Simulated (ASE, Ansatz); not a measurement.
## Finding the fault: random cubic perovskite alloy of BaHfO3 and BaZrO3 (320 atoms)

Program: Ansatz 0.2.0. The cell: 64 Ba, 24 Zr, 192 O and 40 Hf.

input.yaml

```yaml
crystal:
  lattice:
    - [16.71, 0.0, 0.0]
    - [0.0, 16.71, 0.0]
    - [0.0, 0.0, 16.71]
  atoms:
    - { symbol: Ba, position: [0.99897, 0.99912, 0.00132] }
    - { symbol: Zr, position: [0.12486, 0.12502, 0.12293] }
    - { symbol: O, position: [0.12411, 0.12498, 0.99856] }
    - { symbol: O, position: [0.9984, 0.12551, 0.12722] }
    - { symbol: O, position: [0.12383, 0.0015, 0.12474] }
    - { symbol: Ba, position: [0.00019, 0.00021, 0.2509] }
    - { symbol: Hf, position: [0.12514, 0.12359, 0.37537] }
    - { symbol: O, position: [0.12367, 0.12321, 0.25208] }
    - { symbol: O, position: [0.00037, 0.12471, 0.37576] }
    - { symbol: O, position: [0.12323, 0.00114, 0.37665] }
    - { symbol: Ba, position: [0.99994, 0.0015, 0.4996] }
    - { symbol: Hf, position: [0.12575, 0.12593, 0.6254] }
    - { symbol: O, position: [0.12604, 0.12361, 0.50331] }
    - { symbol: O, position: [0.00091, 0.12668, 0.62575] }
    - { symbol: O, position: [0.12442, 0.00079, 0.62618] }
    - { symbol: Ba, position: [0.99925, 0.00185, 0.75274] }
    - { symbol: Hf, position: [0.12396, 0.12387, 0.87478] }
    - { symbol: O, position: [0.12641, 0.12476, 0.75006] }
    [... 296 atom lines left out ...]
    - { symbol: O, position: [0.87248, 0.75047, 0.62499] }
    - { symbol: Ba, position: [0.75301, 0.74706, 0.7494] }
    - { symbol: Hf, position: [0.87425, 0.87566, 0.87393] }
    - { symbol: O, position: [0.87216, 0.87467, 0.74982] }
    - { symbol: O, position: [0.7499, 0.87633, 0.87443] }
    - { symbol: O, position: [0.87532, 0.75072, 0.87313] }
kpoints:
  mp_grid: { grid: [1, 1, 1] }
hamiltonian:
  xc: pbe
scf:
  occupations: { method: fermi_dirac, width: 0.025 }
  eigensolver: { kind: { support_functions: { accuracy: low } } }
  max_iter: 75
  mixing: { beta: 1.0, preconditioner: none, ndim: 1 }
output:
  forces: true
```

The run is started by

```bash
$ ansatz run input.yaml --threads 32 --pin off --max-ram 143360MiB --backend cuda --events-out ev --progress --plain --runs-dir out
```

Numbers of over 12 decimals in the logs are rounded to 6 here.

What it wrote:

```text
Warning: scf.eigensolver.kind.support_functions: disabling space-group detection — the functions' gradient is summed over unrotated k-points, so no spatial operation reduces the k-mesh or symmetrises the density; time reversal is kept, so that k and −k are solved as one point where they differ and the mesh holds both, and exact exchange and, on two spinor components, a DFT+U term hold to it where the run has them: [...]
settings of this run that can trade accuracy for cost: scf.eigensolver.kind.support_functions; scf.eigensolver.kind.support_functions.accuracy: low [...]
Engine: ansatz 0.2.0, aarch64-unknown-linux-gnu
Pseudopotentials: kind: paw
Pseudopotential: Ba, paw, valence charge 10, recommended cutoff 420 eV (normal), Ba.paw.azcp
Pseudopotential: Zr, paw, valence charge 12, recommended cutoff 420 eV (normal), Zr.paw.azcp
Pseudopotential: O, paw, valence charge 6, recommended cutoff 420 eV (normal), O.paw.azcp
Pseudopotential: Hf, paw, valence charge 26, recommended cutoff 420 eV (normal), Hf.paw.azcp
[... 5 lines on functional and potentials left out ...]
device memory: the entry about to start is reckoned to put 9.5 GiB on a device that reports 182.5 GiB free
GPU FFT provider: cuFFT
GPU libraries: cuBLAS 13.8.1, cuFFT 12.4.0, cuSOLVER 12.3.2
GPU matrix products: emulated (plane waves: as basis.precision tells), large ones in fixed point in workspaces of 1.00 GiB
Crystal: 320 atoms, lattice volume = 4665.835 Å³
Basis set: ecut = 420 eV, 91287 PW (Γ), exchange–correlation on 240×240×240 points (8 copies of the dense FFT grid, shifted against one another)
Bands: 1872, of which v1, the nominal top of the filled ones, is band 1560 counted from 1 (1559 counted from 0)
Symmetry: 1 space group operations
k-points: 1
[... 9 lines on functional and potentials left out ...]
Initial density: superposition of atomic densities (chi_scale 0.1, normalization cell, long waves kept (reshape's long-wave potential 0.66 eV rms))
Initial wavefunctions: pseudopotential atomic-orbital guess
GPU buffer pool allocated for 1728000 grid points (all kernels)
Eigensolver: Support functions (low, 90×90×90 points, laid for a spacing of at most 0.186952 Å, radius 3.747443 Å, 1 species' potentials softened for the grid, 4 wholly corrected for its errors in the mean over positions, 4 with the egg-box correction, energy correction by stochastic trace)
Functional: x = pbe(κ = 0.804, μ = 0.219515), c = pbe(β = 0.066725)
SCF iter   1: F=—  HF=-1219398.946271 eV  |F-HF|=—  |Δ(HF+E_count)|=         —  Δρ=5.49e-2  dr2=2.23e2  ethr=1.00e-1
SCF iter   2: F=—  HF=-1220249.594600 eV  |F-HF|=—  |Δ(HF+E_count)|=    8.51e2  Δρ=2.88e-1  dr2=2.97e4  ethr=7.14e-3
SCF iter   3: F=—  HF=-1328413.027972 eV  |F-HF|=—  |Δ(HF+E_count)|=    1.08e5  Δρ=6.74e-1  dr2=2.60e5  ethr=7.14e-3
SCF iter   4: F=—  HF=-1645496.349169 eV  |F-HF|=—  |Δ(HF+E_count)|=    3.17e5  Δρ=1.15e0  dr2=7.47e5  ethr=7.14e-3
SCF iter   5: F=—  HF=-1883690.506990 eV  |F-HF|=—  |Δ(HF+E_count)|=    2.38e5  Δρ=1.26e0  dr2=8.42e5  ethr=7.14e-3
Error: SCF: the first step of the support functions was short in two consecutive solves, and in the last solve it was 0.00581135 times its search direction; if atoms lie much closer than a bond, so that their functions can be nearly dependent, start from another geometry; [...]
```

The job ended after 4.2 s (1 × NVIDIA GB200 with 32 threads of Arm Neoverse V2, shared host; peak memory 1.6 GiB).

**Question.** What is wrong with this input, and how is it mended?

Mixing far too strong: scf.mixing.beta = 1.0, scf.mixing.ndim = 1 and scf.mixing.preconditioner = "none".

The fix is to take out the scf.mixing keys.

The run ended unconverged.

[Logs are printed without paths, hosts, clocks, repeated set-up lines and the standing remarks that a program may print on its own settings, such as how far it seeks lower states.]

[Hosts, paths, dates, database ids (printed as entryN), source tags and the programs' standing remarks are cut or masked in the printed files.]
